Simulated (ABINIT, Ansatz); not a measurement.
## Sr2H6Os (Fm-3m): G0W0 on several meshes in ABINIT

Wanted: mesh dependence and cost of G0W0 for Sr2H6Os (Fm-3m).

Method: PBEsol and many-body steps on it, plane waves, in ABINIT 10.8.3.

## 1. The starting structure

It takes space group Fm-3m (No. 225, cubic). Conventional cell: a = 7.625 Å, b = 7.625 Å, c = 7.625 Å, α = 90.00°, β = 90.00°, γ = 90.00°. Nearest to Sr lie 12 H at 2.70 Å. Nearest to H lie 1 Os at 1.72 Å and 4 H at 2.44 Å and 4 Sr at 2.70 Å. Nearest to Os lie 6 H at 1.72 Å. Farther neighbours are not listed.

As a file:

```cif
data_structure
_symmetry_space_group_name_H-M 'Fm-3m'
_symmetry_Int_Tables_number 225
_cell_length_a 7.6246
_cell_length_b 7.6246
_cell_length_c 7.6246
_cell_angle_alpha 90.000
_cell_angle_beta 90.000
_cell_angle_gamma 90.000
_cell_volume 443.24
loop_
_atom_site_label
_atom_site_type_symbol
_atom_site_symmetry_multiplicity
_atom_site_Wyckoff_symbol
_atom_site_fract_x
_atom_site_fract_y
_atom_site_fract_z
_atom_site_occupancy
Sr1 Sr 8 c 0.25000 0.25000 0.75000 1
H1 H 24 e 0.00000 0.00000 0.77385 1
Os1 Os 4 a 0.00000 0.00000 0.00000 1
```

The cell and positions are those that the Materials Project relaxed with its own functionals (PBE, PBE+U or r2SCAN), kept fixed. Spin-orbit coupling is left out unless a step names it.

## 2. Empty states on the mesh, 2×2×2 mesh, 221 bands

This step: ABINIT 10.8.3; DFT, PBEsol, plane waves, norm-conserving pseudopotentials.

The sums over transitions need many empty states on a uniform mesh; this step solves for them.

File run.abi:

```
acell 3*1.0 Angstrom
rprim 
  -0.000000000000 3.812277830000 3.812277830000
  3.812277830000 -0.000000000000 3.812277830000
  3.812277830000 3.812277830000 0.000000000000
ntypat 3
znucl 38 1 76
natom 9
typat 1 1 2 2 2 2 2 2 3
xred 
  0.750000000000 0.750000000000 0.750000000000
  0.250000000000 0.250000000000 0.250000000000
  0.773847590000 0.773847590000 0.226152410000
  0.226152410000 0.773847590000 0.226152410000
  0.773847590000 0.226152410000 0.226152410000
  0.226152410000 0.226152410000 0.773847590000
  0.773847590000 0.226152410000 0.773847590000
  0.226152410000 0.773847590000 0.773847590000
  0.000000000000 0.000000000000 0.000000000000
pp_dirpath "pseudos"
pseudos "Sr.upf, H.upf, Os.upf"
ecut 33
ngkpt 2 2 2
nshiftk 1
shiftk 0 0 0
kptopt 1
chksymbreak 0
iscf -2
irdden 1
istwfk *1
nband 221
nbdbuf 20
tolwfr 1e-09
nstep 60
prtvol 0
indata_prefix "in"
outdata_prefix "out"
tmpdata_prefix "tmp"
```

Command:

```sh
$ OMP_NUM_THREADS=1 mpirun -n 4 abinit run.abi > log
```

Numbers of over 12 decimals in the logs are rounded to 6 here.

The program printed:

```text
.Version 10.8.3 of ABINIT. v10.8.2 released Aug 2026.

 Symmetries : space group Fm -3 m (#225); Bravais cF (face-center cubic)
[... echo of the input left out ...]
== DATASET  1 ==================================================================
-   mpi_nproc: 4, omp_nthreads: 1 (-1 if OMP is not activated)
-    --> not optimal distribution: autoparal keyword recommended in input file <--

--- !DatasetInfo
iteration_state: {dtset: 1, }
dimensions: {natom: 9, nkpt: 3, mband: 221, nsppol: 1, nspinor: 1, nspden: 1, mpw: 6855, }
cutoff_energies: {ecut:  33.0, pawecutdg:  -1.0, }
[...]
2.83432    2.85071    2.85071    2.85071    2.87997    2.87997    2.87997    2.93690
   2.93690    2.93938    2.93938    2.93938    2.96486    2.98744    2.98744    2.98744
   2.99904    3.04010    3.04013    3.10122    3.10482
 prteigrs : prtvol=0 or 1, do not print more k-points.

== END DATASET(S) ==============================================================
================================================================================

 -outvars: echo values of variables after computation  --------
            nband         221
             nkpt           3
          spgroup         225
 [... the other variables as echoed above ...]

 Calculation completed.
```

The job ended after 61 s (4 MPI ranks of Arm Neoverse V2, shared host; peak memory 0.42 GiB).

Numbers from this step:

```
gap                                                           : 2.319 eV
k of the valence top                                          : 0, 0, 0
k of the conduction bottom                                    : 0.5, 0.5, 0
least direct gap                                              : 2.383 eV
k points computed                                             : 3
lowest point of the top converged band, above the valence top : 70.4247 eV
```

On this mesh the gap is 2.319 eV.

The density comes from a self-consistent run that is not shown.

## 3. Screening, 2×2×2 mesh, 94 bands, screening to 114.3 eV

The RPA dielectric matrix is built and inverted for each q.

This step: RPA screening on PBEsol, plane waves, norm-conserving pseudopotentials.

run.abi, as its differences from that of step 2:

```diff
@@ -27,10 +27,11 @@
 chksymbreak 0
-iscf -2
-irdden 1
 istwfk *1
-nband 221
-nbdbuf 20
-tolwfr 1e-09
-nstep 60
-prtvol 0
+occopt 1
+irdwfk 1
+optdriver 3
+nband 94
+ecuteps 4.2
+inclvkb 2
+awtr 1
+symchi 1
 indata_prefix "in"
```

The program printed:

```text
.Version 10.8.3 of ABINIT. v10.8.2 released Aug 2026.

 Symmetries : space group Fm -3 m (#225); Bravais cF (face-center cubic)
[... echo of the input left out ...]
== DATASET  1 ==================================================================
-   mpi_nproc: 4, omp_nthreads: 1 (-1 if OMP is not activated)

--- !DatasetInfo
iteration_state: {dtset: 1, }
dimensions: {natom: 9, nkpt: 3, mband: 94, nsppol: 1, nspinor: 1, nspden: 1, mpw: 6855, }
cutoff_energies: {ecut:  33.0, pawecutdg:  -1.0, }
electrons: {nelect:   4.20000000E+01, charge:   0.00000000E+00, occopt:   1.00000000E+00, tsmear:   1.00000000E-02, }

 SCREENING: Calculation of the susceptibility and dielectric matrices

 Based on a program developped by R.W. Godby, V. Olevano, G. Onida, and L. Reining.
 Incorporated in ABINIT by V. Olevano, G.-M. Rignanese, and M. Torrent.
.Using double precision arithmetic ; gwpc =  8

[... cell and pseudopotentials left out ...]
--------------------------------------------------------------------------------

 ==== K-mesh for the wavefunctions ====
 Number of points in the irreducible wedge :     3
[... list of points left out ...]
 Together with 48 symmetry operations and time-reversal symmetry
 yields     8 points in the full Brillouin Zone.

 ==== Q-mesh for the screening function ====
 Number of points in the irreducible wedge :     3
[... list of points left out ...]
 Together with 48 symmetry operations and time-reversal symmetry
 yields     8 points in the full Brillouin Zone.

 setmesh: FFT mesh size selected  =    36x   36x   36
          total number of points  =        46656

 vcoul_init : cutoff-mode = AUXILIARY_FUNCTION
 q-points for optical limit:   1
     1)      0.000010    0.000020    0.000030

- screening: taking advantage of time-reversal symmetry
- Maximum band index for partially occupied states nbvw = 21
- Remaining bands to be divided among processors   nbcw = 73
- Number of bands treated by each node ~18

 Number of electrons calculated from density =   42.0000; Expected =   42.0000
 average of density, n =  0.056165
 r_s =    1.6199
 omega_plasma =   22.8607 [eV]

 calculating chi0 at frequencies [eV] :
  1    0.000000E+00    0.000000E+00
  2    0.000000E+00    2.286073E+01

--------------------------------------------------------------------------------
  q-point number  1        q = ( 0.000000, 0.000000, 0.000000) [r.l.u.]
--------------------------------------------------------------------------------
[... chi0 elements left out ...]
 For q-point:  0.000010 0.000020 0.000030
  dielectric constant =   4.3485
  dielectric constant without local fields =   5.3294

  Average fulfillment of the sum rule on Im[epsilon] for q-point    1 :     61.96  [%]
[... wings left out ...]
  q-point number  2        q = ( 0.500000, 0.000000, 0.000000) [r.l.u.]
--------------------------------------------------------------------------------
[... chi0 elements left out ...]
  Average fulfillment of the sum rule on Im[epsilon] for q-point    2 :     70.52  [%]

 [... 1 further q-points ...]
```

Run time: 12 s. Hardware: 4 MPI ranks; peak memory 1.2 GiB.

Numbers from this step:

```yaml
eps_infinity_with_local_fields_on_this_mesh_along_the_program_s_q_direction: 4.348
the_same_without_local_fields: 5.329
plasma_frequency: 22.86 eV
plane_waves_in_the_screening_matrix: 331
```

Local fields lower ε∞ by 18 %. On a Γ-centred mesh this coarse the value itself is usually too large, while a short band sum pulls it down.

## 4. 2×2×2

The self-energy is evaluated for the states that the input lists, and the levels follow from it, in one-shot runs by the linearised quasiparticle equation.

This step: G0W0 on PBEsol, plane waves, norm-conserving pseudopotentials.

run.abi, as its differences from that of step 3:

```diff
@@ -30,8 +30,17 @@
 irdwfk 1
-optdriver 3
+optdriver 4
 nband 94
+gwcalctyp 0
+ecutsigx 33
+symsigma 1
+nkptgw 2
+kptgw 
+  0.0000000000 0.0000000000 0.0000000000
+  0.5000000000 0.5000000000 0.0000000000
+bdgw 
+  19 24
+  20 23
 ecuteps 4.2
-inclvkb 2
-awtr 1
-symchi 1
+irdscr 1
+ppmodel 1
 indata_prefix "in"
```

The program printed:

```text
.Version 10.8.3 of ABINIT. v10.8.2 released Aug 2026.

 Symmetries : space group Fm -3 m (#225); Bravais cF (face-center cubic)
[... echo of the input left out ...]
== DATASET  1 ==================================================================
-   mpi_nproc: 4, omp_nthreads: 1 (-1 if OMP is not activated)

--- !DatasetInfo
iteration_state: {dtset: 1, }
dimensions: {natom: 9, nkpt: 3, mband: 94, nsppol: 1, nspinor: 1, nspden: 1, mpw: 6855, }
cutoff_energies: {ecut:  33.0, pawecutdg:  -1.0, }
electrons: {nelect:   4.20000000E+01, charge:   0.00000000E+00, occopt:   1.00000000E+00, tsmear:   1.00000000E-02, }

 SIGMA: Calculation of the GW corrections

 Based on a program developped by R.W. Godby, V. Olevano, G. Onida, and L. Reining.
 Incorporated in ABINIT by V. Olevano, G.-M. Rignanese, and M. Torrent.
.Using double precision arithmetic ; gwpc =  8

[... cell and pseudopotentials left out ...]
--------------------------------------------------------------------------------

 ==== K-mesh for the wavefunctions ====
 Number of points in the irreducible wedge :     3
[... list of points left out ...]
 Together with 48 symmetry operations and time-reversal symmetry
 yields     8 points in the full Brillouin Zone.

 ==== Q-mesh for screening function ====
 Number of points in the irreducible wedge :     3
[... list of points left out ...]
 Together with 48 symmetry operations and time-reversal symmetry
 yields     8 points in the full Brillouin Zone.

 vcoul_init : cutoff-mode = AUXILIARY_FUNCTION
 q-points for optical limit:   1
     1)      0.000010    0.000020    0.000030
 setmesh: FFT mesh size selected  =    54x   54x   54
          total number of points  =       157464

 Number of electrons calculated from density =   42.0000; Expected =   42.0000
 average of density, n =  0.056165
 r_s =    1.6199
 omega_plasma =   22.8607 [eV]

 === KS Band Gaps ===
  >>>> For spin  1
   Minimum direct gap =   2.3825 [eV], located at k-point      :   0.5000  0.5000  0.0000
   Fundamental gap    =   2.3194 [eV], Top of valence bands at :   0.0000  0.0000  0.0000
                                       Bottom of conduction at :   0.5000  0.5000  0.0000
 SIGMA fundamental parameters:
 PLASMON POLE MODEL  1
 number of plane-waves for SigmaX                 6855
 number of plane-waves for SigmaC and W            331
 number of plane-waves for wavefunctions          6855
 number of bands                                    94
 number of independent spin polarizations            1
 number of spinorial components                      1
 number of k-points in IBZ                           3
 number of q-points in IBZ                           3
 number of symmetry operations                      48
 number of k-points in BZ                            8
 number of q-points in BZ                            8
 number of frequencies for dSigma/dE                 9
 frequency step for dSigma/dE [eV]                0.25
 number of omega for Sigma on real axis              0
 max omega for Sigma on real axis  [eV]           0.00
 zcut for avoiding poles [eV]                     0.10

 EPSILON^-1 parameters (SCR file):
 dimension of the eps^-1 matrix on file            331
 dimension of the eps^-1 matrix used               331
 number of plane-waves for wavefunctions          6855
 number of bands                                    94
 number of q-points in IBZ                           3
 number of frequencies                               2
 number of real frequencies                          1
 number of imag frequencies                          1

 matrix elements of self-energy operator (all in [eV])

 Perturbative Calculation

--- !SelfEnergy_ee
iteration_state: {dtset: 1, }
kpoint     : [   0.000,    0.000,    0.000, ]
spin       : 1
KS_gap     :    3.883
QP_gap     :    4.637
Delta_QP_KS:    0.754
data: !SigmaeeData |
     Band     E0 <VxcDFT>   SigX SigC(E0)      Z dSigC/dE  Sig(E)    E-E0       E
       19   5.036 -16.892 -19.628   3.157   0.797  -0.255 -16.556   0.336   5.372
       20   5.036 -16.892 -19.628   3.157   0.797  -0.255 -16.556   0.336   5.372
       21   5.036 -16.892 -19.628   3.157   0.797  -0.255 -16.556   0.336   5.372
       22   8.920  -8.754  -4.160  -3.305   0.845  -0.183  -7.665   1.090  10.009
       23   9.060 -12.841  -7.177  -3.506   0.828  -0.207 -11.053   1.787  10.848
       24   9.060 -12.841  -7.177  -3.506   0.828  -0.207 -11.053   1.787  10.848

--- !SelfEnergy_ee
iteration_state: {dtset: 1, }
kpoint     : [   0.500,    0.500,    0.000, ]
spin       : 1
KS_gap     :    2.382
QP_gap     :    3.501
Delta_QP_KS:    1.119
data: !SigmaeeData |
     Band     E0 <VxcDFT>   SigX SigC(E0)      Z dSigC/dE  Sig(E)    E-E0       E
       20   4.973 -16.775 -19.449   3.128   0.796  -0.256 -16.414   0.362   5.335
       21   4.973 -16.775 -19.449   3.128   0.796  -0.256 -16.414   0.362   5.335
       22   7.355 -12.473  -7.761  -2.936   0.834  -0.199 -10.992   1.481   8.836
       23   8.369  -9.944  -4.811  -3.451   0.842  -0.188  -8.528   1.416   9.784

== END DATASET(S) ==============================================================
================================================================================

 -outvars: echo values of variables after computation  --------
           etotal      0.0000000000E+00
            nband          94
             nkpt           3
          spgroup         225
 [... the other variables as echoed above ...]

 Calculation completed.
```

It took 7.1 s on 4 MPI ranks; peak memory 1 GiB; 28 s of CPU time.

Numbers from this step:

* G0W0 gap on the points computed: 3.464 eV
* starting gap on the mesh: 2.319 eV
* k of the valence top: 0, 0, 0
* k of the conduction bottom: 0.5, 0.5, 0
* Z at the valence top: 0.797
* Z at the conduction bottom: 0.834
* least direct G0W0 gap on the computed points: 3.501 eV

The gap on the mesh goes from 2.32 eV to 3.46 eV, a correction of +1.14 eV.

## 5. Empty states on the mesh, 4×4×4 mesh, 102 bands

This step: DFT, PBEsol, plane waves, norm-conserving pseudopotentials.

run.abi, as its differences from that of step 4:

```diff
@@ -22,3 +22,3 @@
 ecut 33
-ngkpt 2 2 2
+ngkpt 4 4 4
 nshiftk 1
@@ -27,20 +27,10 @@
 chksymbreak 0
+iscf -2
+irdden 1
 istwfk *1
-occopt 1
-irdwfk 1
-optdriver 4
-nband 94
-gwcalctyp 0
-ecutsigx 33
-symsigma 1
-nkptgw 2
-kptgw 
-  0.0000000000 0.0000000000 0.0000000000
-  0.5000000000 0.5000000000 0.0000000000
-bdgw 
-  19 24
-  20 23
-ecuteps 4.2
-irdscr 1
-ppmodel 1
+nband 102
+nbdbuf 8
+tolwfr 1e-09
+nstep 60
+prtvol 0
 indata_prefix "in"
```

The program printed:

```text
.Version 10.8.3 of ABINIT. v10.8.2 released Aug 2026.

 Symmetries : space group Fm -3 m (#225); Bravais cF (face-center cubic)
[... echo of the input left out ...]
== DATASET  1 ==================================================================
-   mpi_nproc: 4, omp_nthreads: 1 (-1 if OMP is not activated)

--- !DatasetInfo
iteration_state: {dtset: 1, }
dimensions: {natom: 9, nkpt: 8, mband: 102, nsppol: 1, nspinor: 1, nspden: 1, mpw: 6855, }
cutoff_energies: {ecut:  33.0, pawecutdg:  -1.0, }
[...]
1.43741    1.43741    1.43741    1.46557    1.46557    1.46557    1.47465    1.47960
   1.47960    1.47960    1.48839    1.48839    1.50412    1.50412    1.50412    1.55035
   1.55035    1.55736    1.61907    1.61907    1.61907    1.69913
 prteigrs : prtvol=0 or 1, do not print more k-points.

== END DATASET(S) ==============================================================
================================================================================

 -outvars: echo values of variables after computation  --------
            nband         102
             nkpt           8
          spgroup         225
 [... the other variables as echoed above ...]

 Calculation completed.
```

Wall time 42 s (4 MPI ranks); peak memory 0.41 GiB; 2.8 min of CPU time.

This step gave:

* gap: 2.319 eV
* k of the valence top: 0, 0, 0
* k of the conduction bottom: 0.5, 0.5, 0
* least direct gap: 2.383 eV
* k points computed: 8
* lowest point of the top converged band, above the valence top: 35.89 eV

On this mesh the gap is 2.319 eV.

## 6. Screening, 4×4×4 mesh, 94 bands, screening to 114.3 eV

This step: RPA screening on PBEsol, plane waves, norm-conserving pseudopotentials.

run.abi, as its differences from that of step 5:

```diff
@@ -27,10 +27,11 @@
 chksymbreak 0
-iscf -2
-irdden 1
 istwfk *1
-nband 102
-nbdbuf 8
-tolwfr 1e-09
-nstep 60
-prtvol 0
+occopt 1
+irdwfk 1
+optdriver 3
+nband 94
+ecuteps 4.2
+inclvkb 2
+awtr 1
+symchi 1
 indata_prefix "in"
```

The program printed:

```text
.Version 10.8.3 of ABINIT. v10.8.2 released Aug 2026.

 Symmetries : space group Fm -3 m (#225); Bravais cF (face-center cubic)
[... echo of the input left out ...]
== DATASET  1 ==================================================================
-   mpi_nproc: 4, omp_nthreads: 1 (-1 if OMP is not activated)

--- !DatasetInfo
iteration_state: {dtset: 1, }
dimensions: {natom: 9, nkpt: 8, mband: 94, nsppol: 1, nspinor: 1, nspden: 1, mpw: 6855, }
cutoff_energies: {ecut:  33.0, pawecutdg:  -1.0, }
electrons: {nelect:   4.20000000E+01, charge:   0.00000000E+00, occopt:   1.00000000E+00, tsmear:   1.00000000E-02, }

 SCREENING: Calculation of the susceptibility and dielectric matrices

 Based on a program developped by R.W. Godby, V. Olevano, G. Onida, and L. Reining.
 Incorporated in ABINIT by V. Olevano, G.-M. Rignanese, and M. Torrent.
.Using double precision arithmetic ; gwpc =  8

[... cell and pseudopotentials left out ...]
--------------------------------------------------------------------------------

 ==== K-mesh for the wavefunctions ====
 Number of points in the irreducible wedge :     8
[... list of points left out ...]
 Together with 48 symmetry operations and time-reversal symmetry
 yields    64 points in the full Brillouin Zone.

 ==== Q-mesh for the screening function ====
 Number of points in the irreducible wedge :     8
[... list of points left out ...]
 Together with 48 symmetry operations and time-reversal symmetry
 yields    64 points in the full Brillouin Zone.

 setmesh: FFT mesh size selected  =    36x   36x   36
          total number of points  =        46656

 vcoul_init : cutoff-mode = AUXILIARY_FUNCTION
 q-points for optical limit:   1
     1)      0.000010    0.000020    0.000030

- screening: taking advantage of time-reversal symmetry
- Maximum band index for partially occupied states nbvw = 21
- Remaining bands to be divided among processors   nbcw = 73
- Number of bands treated by each node ~18

 Number of electrons calculated from density =   42.0000; Expected =   42.0000
 average of density, n =  0.056165
 r_s =    1.6199
 omega_plasma =   22.8607 [eV]

 calculating chi0 at frequencies [eV] :
  1    0.000000E+00    0.000000E+00
  2    0.000000E+00    2.286073E+01

--------------------------------------------------------------------------------
  q-point number  1        q = ( 0.000000, 0.000000, 0.000000) [r.l.u.]
--------------------------------------------------------------------------------
[... chi0 elements left out ...]
 For q-point:  0.000010 0.000020 0.000030
  dielectric constant =   4.1077
  dielectric constant without local fields =   5.0386

  Average fulfillment of the sum rule on Im[epsilon] for q-point    1 :     61.81  [%]
[... wings left out ...]
  q-point number  2        q = ( 0.250000, 0.000000, 0.000000) [r.l.u.]
--------------------------------------------------------------------------------
[... chi0 elements left out ...]
  Average fulfillment of the sum rule on Im[epsilon] for q-point    2 :     76.94  [%]

 [... 6 further q-points ...]
```

Wall time 85 s (4 MPI ranks); peak memory 1.9 GiB; 5.7 min of CPU time.

This step gave:

* ε∞ with local fields, on this mesh, along the program's q direction: 4.108
* the same without local fields: 5.039
* plasma frequency: 22.86 eV
* plane waves in the screening matrix: 331

[end of part 1 of 2]

[Paths, hosts, dates, memory and timing lines, banners, echoed tables and standing remarks are left out of the program output.]

[Logs are printed without paths, hosts, clocks, repeated set-up lines and the standing remarks that a program may print on its own settings, such as how far it seeks lower states.]

[Runs of the session that timed out or met a known fault of the program may be left out.]

[Hosts, paths, dates, database ids (printed as entryN), source tags and the programs' standing remarks are cut or masked in the printed files.]

[G0W0 gaps are taken among the corrected bands and points alone; a level outside them can change the order at an edge.]

[Where Ansatz stands beside ABINIT at settings called matched, ABINIT's density can come from a denser mesh and the files from another edition; pairs whose starting gaps differed by over 0.03 eV were left out, so agreement reads better than it is.]
